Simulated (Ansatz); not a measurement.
# NaB in Ibam, a phase reached by a soft mode: following an unstable mode, part 2 of 3

Aim: this structure of NaB in Ibam, a phase reached by a soft mode is to be tested for unstable modes, and one is followed downhill.

Ansatz 0.2.0; DFT PBEsol, scalar-relativistic, plane waves, PAW; PAW set soft_1.

So far. Step 4 (The mode frozen in, largest atomic shift 0.45 Å): The run ends at a pressure of -0.73 GPa, with forces up to 0.93 eV/Å. Step 5 (Energy along the mode, all amplitudes (two of the runs …): The lowest of the steps tried is at 0.45 Å, 55.7 meV/atom below the parent; the bottom of the well need not coincide with a step.

## 6. Relaxation from the frozen mode

Starting from the lowest point found, all atoms and the cell are let go, so that strain and other modes of the same symmetry can join in.

input.yaml

```yaml
crystal:
  lattice:
    - [-3.9791959742, 4.9511401026, 1.6110593459]
    - [3.9791959742, -4.9511401026, 1.6110593459]
    - [3.9791959742, 4.9511401026, -1.6110593459]
  atoms:
    - { symbol: Na, position: [0.1352961569, 0.6744439093, 0.8135647551] }
    - { symbol: Na, position: [0.6352961569, 0.8217314018, 0.4608522476] }
    - { symbol: Na, position: [0.3647038431, 0.1782685982, 0.5391477524] }
    - { symbol: Na, position: [0.8647038431, 0.3255560907, 0.1864352449] }
    - { symbol: B, position: [0.4649451493, 0.3529148467, 0.0971793155] }
    - { symbol: B, position: [-0.0350548507, -0.1322341661, 0.1120303026] }
    - { symbol: B, position: [1.0350548507, 1.1322341661, 0.8879696974] }
    - { symbol: B, position: [0.5350548507, 0.6470851533, 0.9028206845] }
kpoints:
  mp_grid: { grid: [12, 12, 12] }
hamiltonian:
  xc: pbesol
  pseudopotentials: { kind: paw, azcp: { folder: soft_1 }, xc_functional: pbe }
scf:
  occupations: { method: methfessel_paxton, width: 0.2 }
output:
  forces: true
  stress: true
  eigenvalues: true
relax:
  adjacent_minimum: "off"
  f_tol: 0.002
  max_steps: 120
  cell: { stress_tol: 0.03 }
```

Command:

```console
$ ansatz run input.yaml --threads 4 --pin off --max-ram 10240MiB --backend cpu --events-out ev --progress --plain --runs-dir out
```

Numbers of over 12 decimals in the logs are rounded to 6 here.

The program printed:

```text
[...]
Crystal: 8 atoms, lattice volume = 126.962 Å³
Basis set: ecut = 420 eV, 2469 PW (Γ), FFT grids on a1+a2, a2, a3, exchange–correlation on 48×90×90 points (8 copies of the dense FFT grid, shifted against one another)
Bands: 32, of which v1, the nominal top of the filled ones, is band 24 counted from 1 (23 counted from 0)
Symmetry: 4 space group operations
[...]
k-points: 476 of 1728
[...]
SCF iter   1: F=—  HF=-6512.604820 eV  |F-HF|=—  |Δ(HF+E_count)|=         —  Δρ=4.78e-2  dr2=3.05e0  ethr=3.10e-3  ⟨swp⟩=5.7  Hψ=63183  notcnv=0
[...]
SCF iter   9: F=-6511.621191 eV  HF=-6511.621191 eV  |F-HF|=1.51e-9  |Δ(HF+E_count)|=   3.74e-9  S|Δr|=    0.00e0  Δρ=1.80e-6  dr2=7.67e-9  ethr=2.08e-10  ⟨swp⟩=11.4  Hψ=74161  notcnv=0
SCF 1 converged in 9 iterations: F = -6511.621191 eV  dr2 = 7.67e-9
[...]
relax step   1: F+E_penalty+E_count = -6511.62119137 eV  Δ(F+E_penalty+E_count) = +0.000e0 eV  max|allowed force component| = 9.133e-1 eV/Å  Δτ_max = 0.0000 Å  P = -0.733 GPa  Ω = 126.962 Å³  (9 SCF iters, dr2 threshold 1.00e-7 eV, accepted)
Crystal: 8 atoms, lattice volume = 126.832 Å³
Basis set: ecut = 420 eV, 2481 PW (Γ), FFT grids on a1+a2, a2, a3, exchange–correlation on 48×90×90 points (8 copies of the dense FFT grid, shifted against one another)
[...]
iter 1 solved again at ethr=2.21e-4 eV; its pass at ethr=3.10e-3 eV (dr2=1.06e-1 eV) is discarded
[...]
SCF iter   6: F=-6511.958863 eV  HF=-6511.958863 eV  |F-HF|=1.91e-7  |Δ(HF+E_count)|=   3.12e-7  S|Δr|=    0.00e0  Δρ=1.74e-5  dr2=2.78e-7  ethr=1.67e-9  ⟨swp⟩=8.0  Hψ=71803  notcnv=0
SCF 2 converged in 6 iterations: F = -6511.958863 eV  dr2 = 2.78e-7
[...]
relax step   2: F+E_penalty+E_count = -6511.95886255 eV  Δ(F+E_penalty+E_count) = -3.377e-1 eV  max|allowed force component| = 9.417e-1 eV/Å  Δτ_max = 0.0858 Å  P = -1.119 GPa  Ω = 126.832 Å³  energy of the carried Pulay correction = +3.803e-5 eV  (6 SCF iters, dr2 threshold 8.00e-7 eV, accepted)
Crystal: 8 atoms, lattice volume = 124.350 Å³
Basis set: ecut = 420 eV, 2429 PW (Γ), FFT grids on a1+a2, a2, a3, exchange–correlation on 48×90×90 points (8 copies of the dense FFT grid, shifted against one another)
SCF iter   1: F=—  HF=-6512.643391 eV  |F-HF|=—  |Δ(HF+E_count)|=         —  Δρ=2.90e-2  dr2=1.56e0  ethr=3.10e-3  ⟨swp⟩=6.4  Hψ=70933  notcnv=0
[...]
SCF iter   7: F=-6512.094762 eV  HF=-6512.094762 eV  |F-HF|=1.61e-7  |Δ(HF+E_count)|=   1.96e-7  S|Δr|=    0.00e0  Δρ=1.71e-5  dr2=2.97e-7  ethr=1.67e-9  ⟨swp⟩=11.9  Hψ=77867  notcnv=0
SCF 3 converged in 7 iterations: F = -6512.094762 eV  dr2 = 2.97e-7
relax step   3: F+E_penalty+E_count = -6512.09476184 eV  Δ(F+E_penalty+E_count) = -1.359e-1 eV  max|allowed force component| = 1.229e0 eV/Å  Δτ_max = 0.1950 Å  P = +3.459 GPa  Ω = 124.350 Å³  energy of the carried Pulay correction = +7.770e-4 eV  (7 SCF iters, dr2 threshold 8.00e-7 eV, accepted)
[... from here on, the SCF cycles and remarks between the steps are left out ...]
relax step   4: F+E_penalty+E_count = -6512.10989357 eV  Δ(F+E_penalty+E_count) = -1.513e-2 eV  max|allowed force component| = 6.084e-1 eV/Å  Δτ_max = 0.1205 Å  P = -2.926 GPa  Ω = 128.085 Å³  energy of the carried Pulay correction = -3.293e-4 eV  (7 SCF iters, dr2 threshold 8.00e-7 eV, accepted)
relax step   5: F+E_penalty+E_count = -6512.24760655 eV  Δ(F+E_penalty+E_count) = -1.377e-1 eV  max|allowed force component| = 4.868e-1 eV/Å  Δτ_max = 0.0668 Å  P = -0.648 GPa  Ω = 126.183 Å³  energy of the carried Pulay correction = +2.300e-4 eV  (6 SCF iters, dr2 threshold 8.00e-7 eV, accepted)
relax step   6: F+E_penalty+E_count = -6512.29057642 eV  Δ(F+E_penalty+E_count) = -4.297e-2 eV  max|allowed force component| = 1.547e-1 eV/Å  Δτ_max = 0.0515 Å  P = +1.028 GPa  Ω = 125.174 Å³  energy of the carried Pulay correction = +5.301e-4 eV  (6 SCF iters, dr2 threshold 8.00e-7 eV, accepted)
relax step   7: F+E_penalty+E_count = -6512.29881082 eV  Δ(F+E_penalty+E_count) = -8.234e-3 eV  max|allowed force component| = 7.701e-2 eV/Å  Δτ_max = 0.0179 Å  P = -0.372 GPa  Ω = 126.518 Å³  energy of the carried Pulay correction = +1.309e-4 eV  (6 SCF iters, dr2 threshold 8.00e-7 eV, accepted)
relax step   8: F+E_penalty+E_count = -6512.30262245 eV  Δ(F+E_penalty+E_count) = -3.812e-3 eV  max|allowed force component| = 1.433e-2 eV/Å  Δτ_max = 0.0056 Å  P = -0.012 GPa  Ω = 126.263 Å³  energy of the carried Pulay correction = +2.062e-4 eV  (5 SCF iters, dr2 threshold 8.00e-7 eV, accepted)
relax step   9: F+E_penalty+E_count = -6512.30293139 eV  Δ(F+E_penalty+E_count) = -3.089e-4 eV  max|allowed force component| = 8.948e-3 eV/Å  Δτ_max = 0.0062 Å  P = +0.019 GPa  Ω = 126.213 Å³  energy of the carried Pulay correction = +2.210e-4 eV  (6 SCF iters, dr2 threshold 1.57e-8 eV, accepted)
relax step  10: F+E_penalty+E_count = -6512.30296436 eV  Δ(F+E_penalty+E_count) = -3.297e-5 eV  max|allowed force component| = 4.223e-3 eV/Å  Δτ_max = 0.0037 Å  P = +0.008 GPa  Ω = 126.322 Å³  energy of the carried Pulay correction = +1.889e-4 eV  (6 SCF iters, dr2 threshold 5.00e-9 eV, accepted)
relax step  11: F+E_penalty+E_count = -6512.30298826 eV  Δ(F+E_penalty+E_count) = -2.390e-5 eV  max|allowed force component| = 5.338e-4 eV/Å  Δτ_max = 0.0016 Å  P = -0.002 GPa  Ω = 126.312 Å³  energy of the carried Pulay correction = +1.917e-4 eV  (5 SCF iters, dr2 threshold 2.93e-9 eV, accepted)
[...]
SCF iter   5: F=-6512.303216 eV  HF=-6512.303216 eV  |F-HF|=1.82e-12  |Δ(HF+E_count)|=  7.82e-11  S|Δr|=    0.00e0  Δρ=7.72e-8  dr2=1.04e-11  ethr=1.00e-12  ⟨swp⟩=5.3  Hψ=69609  notcnv=0
SCF 12 converged in 5 iterations: F = -6512.303216 eV  dr2 = 1.04e-11
relax step  12: F+E_penalty+E_count = -6512.30321627 eV  Δ(F+E_penalty+E_count) = -2.280e-4 eV  max|allowed force component| = 1.005e-3 eV/Å  Δτ_max = 0.0000 Å  P = +0.002 GPa  Ω = 126.312 Å³  stress off target by 2.12e-2 GPa  SCF on the basis re-selected at this cell (its energy is not comparable with the rows above)  (5 SCF iters)
basis re-selected at this cell: Δ(F+E_penalty+E_count) = -2.280e-4 eV, ΔP = +0.004 GPa vs the last step (what re-selecting the basis moved, of the pressure what is left beyond the Pulay correction that the steps carried, after the strain that the cell walked since its last selection, with what the two solves' SCF thresholds leave and, on support functions, any second-order correction that the steps lacked; it is no m [...]
SCF converged after 5 iterations
[...]
Free energy (F): -6512.303216 eV
[...]
Internal energy: -6512.306941 eV  (E = F + TS)
E sigma→0 (E₀):  -6512.304147 eV
Entropy (-TS):   0.003725 eV (0.466 meV/atom)
Fermi energy:    5.278077 eV
[...]
--- Forces (eV/Å), atoms counted from 1 ---
  atom   1  Na     0.00002156     0.00020207     0.00037543
  atom   2  Na    -0.00002156     0.00020207     0.00037543
  atom   3  Na     0.00002156    -0.00020207    -0.00037543
  atom   4  Na    -0.00002156    -0.00020207    -0.00037543
  atom   5  B     -0.00014333     0.00100453     0.00010496
  atom   6  B      0.00014333     0.00100453     0.00010496
  atom   7  B     -0.00014333    -0.00100453    -0.00010496
  atom   8  B      0.00014333    -0.00100453    -0.00010496
  max |Σ_I F_I| component: 0.00e0 eV/Å
--- Stress (GPa, compression-positive) ---
       -0.004787      -0.000000      -0.000000
       -0.000000      -0.010539       0.001848
       -0.000000       0.001848       0.021087
  P = ⅓ Tr σ = 0.0019 GPa (0.019 kbar)
--- Band table (eV; the first three rows and the last of 476) ---
  k-point 0: bands = [... 20 lower, 0.0413, 0.0541, 3.0170, 3.4096, 6.1289, 7.3633, 8.1663, 8.9774, ... 4 higher]
  k-point 1: bands = [... 20 lower, 0.0154, 0.1292, 3.0454, 3.4004, 6.1915, 7.1016, 8.4200, 8.8878, ... 4 higher]
  k-point 2: bands = [... 20 lower, 0.0082, 0.2340, 3.1266, 3.3827, 6.3632, 6.6851, 8.3298, 9.0099, ... 4 higher]
  k-point 475: bands = [... 20 lower, 0.0028, 0.7558, 3.0888, 4.3893, 5.1627, 6.1605, 9.1273, 9.1465, ... 4 higher]
--- Relaxed structure (11 steps of the walk, 11 accepted, 1 SCFs on fresh bases) ---
  F+E_penalty+E_count = -6512.30321627 eV   max|allowed force component| = 1.005e-3 eV/Å   (the final SCF, on the basis selected at the relaxed cell)
  cell:  # Å, volume = 126.3121 Å³
    - [-3.998895, 4.816075, 1.624349]
    - [3.998895, -4.825049, 1.651929]
    - [3.998895, 4.825049, -1.651929]
  atoms:
    - { symbol: Na, position: [0.132527, 0.661001, 0.810803] }
    - { symbol: Na, position: [0.632527, 0.821723, 0.471526] }
    - { symbol: Na, position: [0.367473, 0.178277, 0.528474] }
    - { symbol: Na, position: [0.867473, 0.338999, 0.189197] }
    - { symbol: B, position: [0.461535, 0.370094, 0.078231] }
    - { symbol: B, position: [-0.038465, -0.116695, 0.091441] }
    - { symbol: B, position: [1.038465, 1.116695, 0.908559] }
    - { symbol: B, position: [0.538465, 0.629906, 0.921769] }
```

Run time: 4.8 min. Hardware: 4 threads of Arm Neoverse V2, shared host; peak memory 1.5 GiB.

The steps of the relaxation:

```
step  energy less that of the first step (eV)  largest force component (eV/Å)  pressure (GPa)  volume (Å³)
   1                                   0.0000                          0.9133           -0.73       126.96
   2                                  -0.3377                          0.9417           -1.12       126.83
   3                                  -0.4736                          1.2286            3.46       124.35
   4                                  -0.4887                          0.6084           -2.93       128.08
   5                                  -0.6264                          0.4868           -0.65       126.18
   6                                  -0.6694                          0.1547            1.03       125.17
   7                                  -0.6776                          0.0770           -0.37       126.52
   8                                  -0.6814                          0.0143           -0.01       126.26
   9                                  -0.6817                          0.0089            0.02       126.21
  10                                  -0.6818                          0.0042            0.01       126.32
  11                                  -0.6818                          0.0005            0.00       126.31
 12*                                  -0.6820                          0.0010            0.00       126.31
```

Relaxation steps marked * repeat the geometry before them on a plane-wave basis chosen anew for their cell, so energy and pressure can jump there.

Forces are held to the 4 operations that the run works with; a distortion that breaks them can't arise in this run.

```
     cell as run  before   after  change
           a (Å)   6.553   6.467  -1.3 %
           b (Å)   6.553   6.481  -1.1 %
           c (Å)   6.553   6.481  -1.1 %
           α (°)  105.22  103.80  -1.4 %
           β (°)   81.85   83.75  +2.3 %
           γ (°)  151.54  150.69  -0.6 %
volume (Å³/atom)   15.87   15.79  -0.5 %
```

The atoms that moved most (Å, as changes of fractional coordinates times the final cell):

```
atom      dx      dy      dz  length
  B7   0.007   0.191  -0.054   0.198
  B6  -0.007  -0.191   0.054   0.198
  B5   0.007  -0.191   0.054   0.198
  B8  -0.007   0.191  -0.054   0.198
 Na3  -0.054  -0.038   0.022   0.070
 Na2   0.054   0.038  -0.022   0.070
 Na1  -0.054   0.038  -0.022   0.070
 Na4   0.054  -0.038   0.022   0.070
```

Numbers from this step:

```
pressure        : 0.001921 GPa
volume per atom : 15.79 Å³
```

The distorted start has space group C2/c; the relaxation ends in C2/c.

## 7. The new phase in its own primitive cell

The relaxed structure is symmetrised, reduced to its primitive cell and relaxed tightly, as its phonons need.

input.yaml, the sections that differ from step 6:

```yaml
crystal:
  lattice:
    - [5.0826259541, -3.9988954735, 0.0]
    - [5.0826259541, 3.9988954735, 0.0]
    - [-1.0385569689, 0.0, 3.1073264149]
  atoms:
    - { symbol: Na, position: [0.4715258481, 0.8108033557, 0.1498024617] }
    - { symbol: Na, position: [0.8108033557, 0.4715258481, 0.6498024617] }
    - { symbol: Na, position: [0.1891966443, 0.5284741519, 0.3501975383] }
    - { symbol: Na, position: [0.5284741519, 0.1891966443, 0.8501975383] }
    - { symbol: B, position: [0.091441085, 0.0782307447, 0.708136384] }
    - { symbol: B, position: [0.0782307447, 0.091441085, 0.208136384] }
    - { symbol: B, position: [0.9217692553, 0.908558915, 0.791863616] }
    - { symbol: B, position: [0.908558915, 0.9217692553, 0.291863616] }
kpoints:
  mp_grid: { grid: [6, 6, 12] }
relax:
  adjacent_minimum: "off"
  f_tol: 0.001
  max_steps: 60
  cell: { stress_tol: 0.01 }
# hamiltonian, scf, output: as in step 6
```

The program printed:

```text
[...]
Crystal: 8 atoms, lattice volume = 126.312 Å³
Basis set: ecut = 420 eV, 2485 PW (Γ), exchange–correlation on 90×90×48 points (8 copies of the dense FFT grid, shifted against one another)
Bands: 32, of which v1, the nominal top of the filled ones, is band 24 counted from 1 (23 counted from 0)
Symmetry: 4 space group operations
[...]
k-points: 131 of 432
[...]
atoms:
    - { symbol: Na, position: [0.471561, 0.810801, 0.149760] }
    - { symbol: Na, position: [0.810801, 0.471561, 0.649760] }
    - { symbol: Na, position: [0.189199, 0.528439, 0.350240] }
    - { symbol: Na, position: [0.528439, 0.189199, 0.850240] }
    - { symbol: B, position: [0.091427, 0.078220, 0.708138] }
    - { symbol: B, position: [0.078220, 0.091427, 0.208138] }
    - { symbol: B, position: [0.921780, 0.908573, 0.791862] }
    - { symbol: B, position: [0.908573, 0.921780, 0.291862] }
[key lines of the parts left out:]
SCF converged after 5 iterations
Free energy (F): -6512.303768 eV
Fermi energy:    5.275510 eV
P = ⅓ Tr σ = 0.0023 GPa (0.023 kbar)
```

Run time: 23 s. Hardware: 4 threads; peak memory 0.7 GiB.

Little changed from the start: no atom moved by 0.005 Å and no cell edge by 0.1 %.

This step gave:

```
pressure : 0.002332 GPa
```

The largest force component left is 0.27 meV/Å and the pressure is 0.002 GPa, within the tolerances set. The cell now holds 15.79 Å³/atom.

[end of part 2 of 3]

[Logs are printed without paths, hosts, clocks, repeated set-up lines and the standing remarks that a program may print on its own settings, such as how far it seeks lower states.]

[Hosts, paths, dates, database ids (printed as entryN), source tags and the programs' standing remarks are cut or masked in the printed files.]
